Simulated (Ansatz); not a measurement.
# P on Ta(110): change of the work function, part 3 of 4

Wanted: Δφ(θ) for P/Ta(110), starting from the hollow site.

Ansatz 0.2.0; plane-wave DFT, PBE, Ansatz PAW.

So far, work function, upper face (eV): step 2 (the clean slab) 4.77; step 3 (37 atoms, coverage 0.111 ML, cell 3x3) 4.85.

**4. The covered slab, k-mesh 6×6×1, coverage 0.25 ML**

System of this step: Ta16P (P/Ta(110)). The cell holds 17 atoms: 16 Ta and 1 P. Cell: a = 5.733 Å, b = 5.733 Å, c = 27.301 Å, α = 90.0°, β = 90.0°, γ = 70.5°. Vacuum lies along c.

Another coverage, to see how the dipoles act on each other as their distance changes.

The input, input.yaml:

```yaml
crystal:
  lattice:
    - [4.6810468914, -3.31, 0.0]
    - [4.6810468914, 3.31, 0.0]
    - [0.0, 0.0, 27.3007348452]
  atoms:
    - { symbol: Ta, position: [0.0, 0.0, 0.329661456] }
    - { symbol: Ta, position: [0.25, 0.25, 0.415392608] }
    - { symbol: Ta, position: [0.0, 0.0, 0.5012116042] }
    - { symbol: Ta, position: [0.25, 0.25, 0.5836032313] }
    - { symbol: Ta, position: [0.0, 0.5, 0.329661456] }
    - { symbol: Ta, position: [0.25, 0.75, 0.415392608] }
    - { symbol: Ta, position: [0.0, 0.5, 0.5012116042] }
    - { symbol: Ta, position: [0.25, 0.75, 0.5836032313] }
    - { symbol: Ta, position: [0.5, 0.0, 0.329661456] }
    - { symbol: Ta, position: [0.75, 0.25, 0.415392608] }
    - { symbol: Ta, position: [0.5, 0.0, 0.5012116042] }
    - { symbol: Ta, position: [0.75, 0.25, 0.5836032313] }
    - { symbol: Ta, position: [0.5, 0.5, 0.329661456] }
    - { symbol: Ta, position: [0.75, 0.75, 0.415392608] }
    - { symbol: Ta, position: [0.5, 0.5, 0.5012116042] }
    - { symbol: Ta, position: [0.75, 0.75, 0.5836032313] }
    - { symbol: P, position: [0.42, 0.42, 0.670338544] }
kpoints:
  mp_grid: { grid: [6, 6, 1] }
hamiltonian:
  xc: pbe
scf:
  occupations: { method: fermi_dirac, width: 0.1 }
  convergence: { dr2_threshold: 1.0e-08 }
efield:
  axis: 3
  dipole_correction: true
  ramp_position: 0.97
  ramp_width: 0.06
relax:
  f_tol: 0.02
  max_steps: 60
  constraints: [{ sites: [0, 1, 4, 5, 8, 9, 12, 13] }]
output:
  dos: { projected: true, e_range: [-8, 4] }
  write_potential: true
  write_density: true
  volumetric_format: npy
  elf: true
```

On the command line:

```console
ansatz run input.yaml --threads 4 --pin off --max-ram 16384MiB --backend cpu --events-out ev --progress --plain --runs-dir out
```

Numbers of over 12 decimals in the logs are rounded to 6 here.

Log:

```text
[...]
Crystal: 17 atoms, lattice volume = 846.010 Å³
Basis set: ecut = 420 eV, 16591 PW (Γ), exchange–correlation on 80×80×384 points (8 copies of the dense FFT grid, shifted against one another)
Bands: 128, of which v1, the nominal top of the filled ones, is band 107 counted from 1 (106 counted from 0)
Symmetry: 2 space group operations
[...]
k-points: 13 of 36 (time reversal used)
[...]
SCF iter   1: F=—  HF=-159663.513014 eV  |F-HF|=—  |Δ(HF+E_count)|=         —  Δρ=6.48e-3  dr2=7.49e0  ethr=1.77e-3  p=-0.117 e·Å  D=-2.50e-2 V/Å  ΔV_dip=0.68 eV  dr2_dipole=1.10e-1  V_vac-E_F(+/−)=5.68/5.00 eV  ⟨swp⟩=10.2  Hψ=8460  notcnv=0
[...]
SCF iter   9: F=-159663.272326 eV  HF=-159663.272326 eV  |F-HF|=1.58e-8  |Δ(HF+E_count)|=   9.65e-8  Δρ=6.38e-7  dr2=5.05e-9  ethr=4.69e-12  p=-0.115 e·Å  D=-2.45e-2 V/Å  ΔV_dip=0.67 eV  dr2_dipole=3.27e-11  V_vac-E_F(+/−)=5.46/4.80 eV  ⟨swp⟩=13.9  Hψ=13109  notcnv=0
SCF 1 converged in 9 iterations: F = -159663.272326 eV  dr2 = 5.05e-9
[...]
relax step   1: F+E_penalty+E_count = -159663.27232573 eV  Δ(F+E_penalty+E_count) = +0.000e0 eV  max|allowed force component| = 3.570e0 eV/Å  Δτ_max = 0.0000 Å  (9 SCF iters, accepted)
[...]
SCF iter   1: F=—  HF=-159664.234948 eV  |F-HF|=—  |Δ(HF+E_count)|=         —  Δρ=4.19e-3  dr2=1.12e0  ethr=4.72e-4  p=-0.115 e·Å  D=-2.45e-2 V/Å  ΔV_dip=0.67 eV  dr2_dipole=1.90e-1  V_vac-E_F(+/−)=5.47/4.80 eV  ⟨swp⟩=2.1  Hψ=5622  notcnv=0  defer=5
[...]
eigensolver tolerance schedule calibrated: the retry pair's looser diagonalisation under-reported the residual by θ = 0.10 (0.12/decade); ethr = c·dr2/N_el runs at the constant in force after the calibration composes with the one it found (an armed cap, an earlier calibration), c = 6.7e-2
[...]
SCF iter   2: F=—  HF=-159664.171815 eV  |F-HF|=—  |Δ(HF+E_count)|=   6.31e-2  Δρ=2.07e-3  dr2=8.79e-2  ethr=3.52e-4  p=-0.102 e·Å  D=-2.18e-2 V/Å  ΔV_dip=0.59 eV  dr2_dipole=3.92e-4  V_vac-E_F(+/−)=5.39/4.79 eV  ⟨swp⟩=2.9  Hψ=2736  notcnv=0  defer=5
[...]
SCF iter  10: F=-159664.155434 eV  HF=-159664.155434 eV  |F-HF|=8.56e-9  |Δ(HF+E_count)|=   2.83e-8  Δρ=3.01e-7  dr2=1.26e-9  ethr=3.16e-12  p=-0.108 e·Å  D=-2.31e-2 V/Å  ΔV_dip=0.63 eV  dr2_dipole=5.29e-11  V_vac-E_F(+/−)=5.42/4.79 eV  ⟨swp⟩=10.0  Hψ=11308  notcnv=0
SCF 2 converged in 10 iterations: F = -159664.155434 eV  dr2 = 1.26e-9
[...]
relax step   2: F+E_penalty+E_count = -159664.15543366 eV  Δ(F+E_penalty+E_count) = -8.831e-1 eV  max|allowed force component| = 2.660e0 eV/Å  Δτ_max = 0.1949 Å  (10 SCF iters, accepted)
[...]
SCF iter   9: F=-159664.616765 eV  HF=-159664.616765 eV  |F-HF|=2.05e-8  |Δ(HF+E_count)|=   6.60e-8  Δρ=6.08e-7  dr2=7.32e-9  ethr=1.27e-12  p=-0.082 e·Å  D=-1.76e-2 V/Å  ΔV_dip=0.48 eV  dr2_dipole=3.00e-10  V_vac-E_F(+/−)=5.26/4.78 eV  ⟨swp⟩=13.8  Hψ=13659  notcnv=0
SCF 3 converged in 9 iterations: F = -159664.616765 eV  dr2 = 7.32e-9
[...]
relax step   3: F+E_penalty+E_count = -159664.61676514 eV  Δ(F+E_penalty+E_count) = -4.613e-1 eV  max|allowed force component| = 9.200e-1 eV/Å  Δτ_max = 0.1949 Å  (9 SCF iters, accepted)
[...]
relax step   4: F+E_penalty+E_count = -159664.82019050 eV  Δ(F+E_penalty+E_count) = -2.034e-1 eV  max|allowed force component| = 6.106e-1 eV/Å  Δτ_max = 0.1947 Å  (9 SCF iters, accepted)
[...]
relax step   5: F+E_penalty+E_count = -159664.94398242 eV  Δ(F+E_penalty+E_count) = -1.238e-1 eV  max|allowed force component| = 3.672e-1 eV/Å  Δτ_max = 0.1950 Å  (9 SCF iters, accepted)
[...]
relax step   6: F+E_penalty+E_count = -159664.99741061 eV  Δ(F+E_penalty+E_count) = -5.343e-2 eV  max|allowed force component| = 1.379e-1 eV/Å  Δτ_max = 0.1905 Å  (9 SCF iters, accepted)
[...]
relax step   7: F+E_penalty+E_count = -159665.01408189 eV  Δ(F+E_penalty+E_count) = -1.667e-2 eV  max|allowed force component| = 8.137e-2 eV/Å  Δτ_max = 0.1403 Å  (9 SCF iters, accepted)
[...]
relax step   8: F+E_penalty+E_count = -159665.01328477 eV  Δ(F+E_penalty+E_count) = +7.971e-4 eV  max|allowed force component| = 1.522e-1 eV/Å  Δτ_max = 0.0303 Å  (8 SCF iters, rejected (line search))
[...]
relax step   9: F+E_penalty+E_count = -159665.01563134 eV  Δ(F+E_penalty+E_count) = -1.549e-3 eV  max|allowed force component| = 1.572e-2 eV/Å  Δτ_max = 0.0146 Å  (8 SCF iters, accepted)
SCF iter   1: F=—  HF=-159665.017214 eV  |F-HF|=—  |Δ(HF+E_count)|=         —  Δρ=7.94e-4  dr2=7.50e-3  ethr=2.22e-4  p=-0.061 e·Å  D=-1.31e-2 V/Å  ΔV_dip=0.36 eV  dr2_dipole=3.37e-4  V_vac-E_F(+/−)=5.14/4.79 eV  ⟨swp⟩=2.5  Hψ=2871  notcnv=0  defer=5
[...]
SCF iter   8: F=-159665.016125 eV  HF=-159665.016125 eV  |F-HF|=3.46e-9  |Δ(HF+E_count)|=   3.57e-8  Δρ=2.09e-7  dr2=7.23e-10  ethr=4.69e-12  p=-0.061 e·Å  D=-1.30e-2 V/Å  ΔV_dip=0.36 eV  dr2_dipole=8.01e-11  V_vac-E_F(+/−)=5.14/4.79 eV  ⟨swp⟩=10.2  Hψ=11626  notcnv=0
SCF 10 converged in 8 iterations: F = -159665.016125 eV  dr2 = 7.23e-10
relax step  10: F+E_penalty+E_count = -159665.01612516 eV  Δ(F+E_penalty+E_count) = -4.938e-4 eV  max|allowed force component| = 1.002e-2 eV/Å  Δτ_max = 0.0346 Å  (8 SCF iters, accepted)
[...]
SCF converged after 8 iterations
Free energy (F): -159665.016125 eV
[...]
Internal energy: -159664.247652 eV  (E = F + TS)
E sigma→0 (E₀):  -159664.631888 eV
Entropy (-TS):   -0.768474 eV (-45.204 meV/atom)
Fermi energy:    3.480390 eV
Dipole field:    D = -0.013021 V/Å  (p = -0.060877 e·Å, saw-weighted, corrected)
Work function:   Φ+ = 5.1418 eV   Φ− = 4.7863 eV
[...]
--- Forces (eV/Å), atoms counted from 1 ---
  atom   1  Ta     0.00114507     0.00000000     0.35313379
  atom   2  Ta     0.02928568     0.00000000    -0.32823271
  atom   3  Ta    -0.01002193     0.00000000    -0.00092750
  atom   4  Ta     0.00343916     0.00000000    -0.00283781
  atom   5  Ta     0.00008206     0.00075459     0.39365994
  atom   6  Ta     0.00156990    -0.02993118    -0.44898431
  atom   7  Ta    -0.00286564    -0.00424590     0.00150226
  atom   8  Ta    -0.00631168     0.00310261    -0.00055186
  atom   9  Ta     0.00008206    -0.00075459     0.39365994
  atom  10  Ta     0.00156990     0.02993118    -0.44898431
  atom  11  Ta    -0.00286564     0.00424590     0.00150226
  atom  12  Ta    -0.00631168    -0.00310261    -0.00055186
  atom  13  Ta    -0.00131271     0.00000000     0.41954043
  atom  14  Ta    -0.02461278     0.00000000    -0.33262508
  atom  15  Ta     0.00778377     0.00000000    -0.00033666
  atom  16  Ta     0.00853435     0.00000000    -0.00463447
  atom  17  P      0.00080191     0.00000000     0.00567683
  max |Σ_I F_I| component: 8.89e-6 eV/Å
--- Band table (eV; the first three rows and the last of 13) ---
  k-point 0: bands = [... 103 lower, 3.6630, 3.8575, 3.8705, 4.0229, 4.0339, 4.1408, 4.5764, 4.6116, ... 17 higher]
  k-point 1: bands = [... 103 lower, 3.5216, 3.6522, 3.7069, 3.7916, 3.8407, 4.1472, 4.1607, 4.2967, ... 17 higher]
  k-point 2: bands = [... 103 lower, 3.1558, 3.2884, 3.3853, 3.4196, 3.4357, 3.4737, 3.5223, 3.6078, ... 17 higher]
  k-point 12: bands = [... 103 lower, 3.4305, 3.4520, 3.5813, 3.6357, 3.6465, 3.8267, 3.8357, 3.9179, ... 17 higher]
--- Relaxed structure (10 steps of the walk, 9 accepted, 0 SCFs on fresh bases) ---
  F+E_penalty+E_count = -159665.01612516 eV   max|allowed force component| = 1.002e-2 eV/Å
  atoms:
    - { symbol: Ta, position: [0.0, 0.0, 0.329661] }
    - { symbol: Ta, position: [0.25, 0.25, 0.415392608] }
    - { symbol: Ta, position: [0.000247494, 0.000247494, 0.499511] }
    - { symbol: Ta, position: [0.261722, 0.261722, 0.586820] }
    - { symbol: Ta, position: [0.0, 0.5, 0.329661] }
    - { symbol: Ta, position: [0.250000, 0.75, 0.415392608] }
    - { symbol: Ta, position: [-5.1489133585880253e-5, 0.500253, 0.501553] }
    - { symbol: Ta, position: [0.230788, 0.769452, 0.584962] }
    - { symbol: Ta, position: [0.5, 0.0, 0.329661] }
    - { symbol: Ta, position: [0.75, 0.250000, 0.415392608] }
    - { symbol: Ta, position: [0.500253, -5.1489133585880253e-5, 0.501553] }
    - { symbol: Ta, position: [0.769452, 0.230788, 0.584962] }
    - { symbol: Ta, position: [0.5, 0.5, 0.329661] }
    - { symbol: Ta, position: [0.75, 0.75, 0.415392608] }
    - { symbol: Ta, position: [0.500004, 0.500004, 0.501301] }
    - { symbol: Ta, position: [0.737975, 0.737975, 0.586787] }
    - { symbol: P, position: [0.499596, 0.499596, 0.645989] }
```

It took 7.9 min on 4 threads of Arm Neoverse V1, shared host; peak memory 3 GiB; 31 min of CPU time.

Relaxation path:

```
step  energy less that of the first step (eV)  largest force component (eV/Å)
   1                                   0.0000                          3.5703
   2                                  -0.8831                          2.6597
   3                                  -1.3444                          0.9200
   4                                  -1.5479                          0.6106
   5                                  -1.6717                          0.3672
   6                                  -1.7251                          0.1379
   7                                  -1.7418                          0.0814
   8                                  -1.7410                          0.1522
   9                                  -1.7433                          0.0157
  10                                  -1.7438                          0.0100
```

Relaxation step 8 was tried and not accepted.

Forces are held to the 2 operations that the run works with; a distortion that breaks them can't arise in this run.

The atoms that moved most (Å):

```
atom      dx      dy      dz  length
 P17   0.745   0.000  -0.665   0.999
Ta16  -0.113   0.000   0.087   0.142
 Ta4   0.110   0.000   0.088   0.141
Ta12   0.001  -0.128   0.037   0.133
 Ta8   0.001   0.128   0.037   0.133
 Ta3   0.002   0.000  -0.046   0.046
 Ta7   0.001   0.001   0.009   0.009
Ta11   0.001  -0.001   0.009   0.009
```

Final coordinates:

```xyz
17
Lattice="4.6810 -3.3100 0.0000 4.6810 3.3100 0.0000 0.0000 0.0000 27.3007" Properties=species:S:1:pos:R:3
Ta    0.0000    0.0000    9.0000
Ta    2.3405    0.0000   11.3405
Ta    0.0023    0.0000   13.6370
Ta    2.4503    0.0000   16.0206
Ta    2.3405    1.6550    9.0000
Ta    4.6810    1.6550   11.3405
Ta    2.3415    1.6560   13.6928
Ta    4.6822    1.7830   15.9699
Ta    2.3405   -1.6550    9.0000
Ta    4.6810   -1.6550   11.3405
Ta    2.3415   -1.6560   13.6928
Ta    4.6822   -1.7830   15.9699
Ta    4.6810    0.0000    9.0000
Ta    7.0216    0.0000   11.3405
Ta    4.6811    0.0000   13.6859
Ta    6.9090    0.0000   16.0197
P     4.6773    0.0000   17.6360
```

Numbers from this step:

```
energy at zero smearing        : -159664.6319 eV
work function, upper face      : 5.142 eV
work function, lower face      : 4.786 eV
dipole along the normal        : -0.06088 e·Å
step between the vacuum levels : 0.3555 eV
```

The density of states has structure finer than the step of the table below, so its rows give means over 0.5 eV, whole bins alone (the curve runs from -8 to 1.98 eV). Peaks (eV: height): -1.47: 44.9, -1.38: 43.1, -1.29: 33.1, -1.17: 30.3, -0.99: 41.0, -0.66: 31.9, -0.33: 31.9.

The density of states by energy, zero at the Fermi level; means over each step:

```
energy (eV)  density of states (states/eV a cell)
       -7.5                                0.0859
       -7.0                                 0.937
       -6.5                                  1.01
       -6.0                                  1.95
       -5.5                                  2.53
       -5.0                                  3.00
       -4.5                                  5.48
       -4.0                                  10.7
       -3.5                                  12.4
       -3.0                                  17.4
       -2.5                                  11.8
       -2.0                                  11.4
       -1.5                                  24.0
       -1.0                                  24.8
       -0.5                                  26.3
        0.0                                  23.6
        0.5                                  12.1
        1.0                                  10.6
        1.5                                  10.2
```

Projected DOS per atom over height of the atomic layer and energy from the Fermi level. Layers: Ta4 Ta4 Ta4 Ta4 P from below.

Ten even steps from '0' (0.00 states/eV) to '9' (2.10 states/eV), each cell a mean:
```
42130
32231
31121
42331
75582
95663
86672
78763
22336
22233
44434
34435
23334
12222
11111
00000
00000
00000
00000
00000
00000
00000
```
Columns: height of the atomic layer (Å) from 9 to 17.6 (not evenly spaced); rows upwards: energy from the Fermi level (eV) from -7.96 to 1.95.

ELF in the ca plane at fractional y = 0.500, with atoms of Ta and P within 0.2 Å of it. It is the smooth field of the valence electrons, not physical close to the nuclei.

Values, 8 rows by 16 columns, each cell a mean:
```
0.57 0.38 0.39 0.39 0.48 0.51 0.36 0.36 0.34 0.10 0.01 0.00 0.00 0.00 0.00 0.00
0.33 0.43 0.31 0.45 0.32 0.31 0.43 0.31 0.43 0.38 0.17 0.03 0.00 0.00 0.00 0.00
0.39 0.39 0.32 0.43 0.33 0.33 0.41 0.34 0.71 0.79 0.58 0.14 0.01 0.00 0.00 0.00
0.51 0.39 0.41 0.38 0.50 0.52 0.32 0.45 0.44 0.60 0.79 0.25 0.02 0.00 0.00 0.00
0.57 0.38 0.39 0.39 0.49 0.51 0.33 0.42 0.56 0.69 0.77 0.23 0.02 0.00 0.00 0.00
0.33 0.43 0.31 0.45 0.32 0.30 0.44 0.33 0.65 0.72 0.47 0.10 0.01 0.00 0.00 0.00
0.39 0.40 0.33 0.43 0.33 0.33 0.41 0.31 0.37 0.26 0.10 0.01 0.00 0.00 0.00 0.00
0.50 0.40 0.42 0.38 0.50 0.51 0.37 0.39 0.35 0.09 0.01 0.00 0.00 0.00 0.00 0.00
```
Columns run along c (16.0 Å, from fractional 0.32 to 0.91 of the cell), rows up along a (5.7 Å). Atoms in or near the plane, at fractional coordinates: Ta at (0.33, 0.00), Ta at (0.50, 0.00), Ta at (0.33, 0.50), Ta at (0.50, 0.50), P at (0.65, 0.50).

Electrostatic potential energy in the ca plane at fractional y = 0.500, with atoms of Ta and P within 0.2 Å of it. With pseudopotentials it is smooth inside the atoms' cores, unlike the true potential.

Ten even steps from '0' (-62 eV) to '9' (9 eV), each cell a mean:
```
00368999998620037899999999999999999999999999
34689999999754468999899999999999999999999999
77899988999987789998889999999999999999999999
88999988999998899998889999999999999999999999
77899988999987789999899888999999999999999999
34689999999753468999998645799999999999999999
00368999998620037999997201489999999999999999
00268999998510026899996100489999999999999999
12479999998631247999997422689999999999999999
56789998999876678999998877899999999999999999
88899988999988889998889999999999999999999999
88899988999988889998889999999999999999999999
56789998999876678998899999999999999999999999
11479999998631147999999999999999999999999999
00268999998510026899999999999999999999999999
```
Columns run along c (16.0 Å, from fractional 0.32 to 0.91 of the cell; values clipped at the 3rd and 97th percentile), rows up along a (5.7 Å). Atoms in or near the plane, at fractional coordinates: Ta at (0.33, 0.00), Ta at (0.50, 0.00), Ta at (0.33, 0.50), Ta at (0.50, 0.50), P at (0.65, 0.50).

Valence density in the ca plane at fractional y = 0.500, with atoms of Ta and P within 0.2 Å of it. It is the smooth field of the valence electrons, not physical close to the nuclei.

Values in e/Å³, 8 rows by 16 columns, each cell a mean:
```
3.2 0.5 0.2 0.3 2.2 2.4 0.3 0.2 0.1 0.0 0.0 0.0 0.0 0.0 0.0 0.0
0.5 0.3 0.3 0.3 0.4 0.4 0.3 0.3 0.2 0.1 0.0 0.0 0.0 0.0 0.0 0.0
0.9 0.3 0.3 0.3 0.6 0.7 0.2 0.3 0.4 0.3 0.0 0.0 0.0 0.0 0.0 0.0
3.8 0.6 0.2 0.3 2.7 2.9 0.3 0.3 0.5 0.5 0.1 0.0 0.0 0.0 0.0 0.0
3.2 0.5 0.2 0.3 2.2 2.4 0.3 0.3 0.6 0.5 0.1 0.0 0.0 0.0 0.0 0.0
0.5 0.3 0.3 0.3 0.4 0.4 0.3 0.3 0.3 0.2 0.0 0.0 0.0 0.0 0.0 0.0
0.9 0.3 0.3 0.3 0.6 0.7 0.3 0.3 0.1 0.0 0.0 0.0 0.0 0.0 0.0 0.0
3.7 0.6 0.2 0.3 2.7 2.9 0.3 0.2 0.1 0.0 0.0 0.0 0.0 0.0 0.0 0.0
```
Columns run along c (16.0 Å, from fractional 0.32 to 0.91 of the cell), rows up along a (5.7 Å). Atoms in or near the plane, at fractional coordinates: Ta at (0.33, 0.00), Ta at (0.50, 0.00), Ta at (0.33, 0.50), Ta at (0.50, 0.50), P at (0.65, 0.50).

The relaxation took 10 steps and lowered the energy by 1.7 eV; the largest force on the free atoms ends at 0.010 eV/Å.

By hand: a sheet of dipoles makes a step −p/(ε₀A) in the electron's potential. With e/ε₀ = 180.95 V·Å, p = -0.06088 e·Å and A = 30.99 Å², that is −180.95 × (-0.06088) / 30.99 = +0.355 eV, and the two vacuum levels of the run differ by +0.355 eV.

The covered face has 5.14 eV, +0.37 eV against the clean one; the bare back face has moved by -0.03 eV, a measure of how thin the slab is.

(Continued in part 4 of 4.)

[Logs are printed without paths, hosts, clocks, repeated set-up lines and the standing remarks that a program may print on its own settings, such as how far it seeks lower states.]

[Hosts, paths, dates, database ids (printed as entryN), source tags and the programs' standing remarks are cut or masked in the printed files.]

[Maps of the electrostatic potential energy from Ansatz leave out the sawtooth potential of an applied field or a dipole correction, so their vacuum need not be flat; planar profiles and work functions include it.]
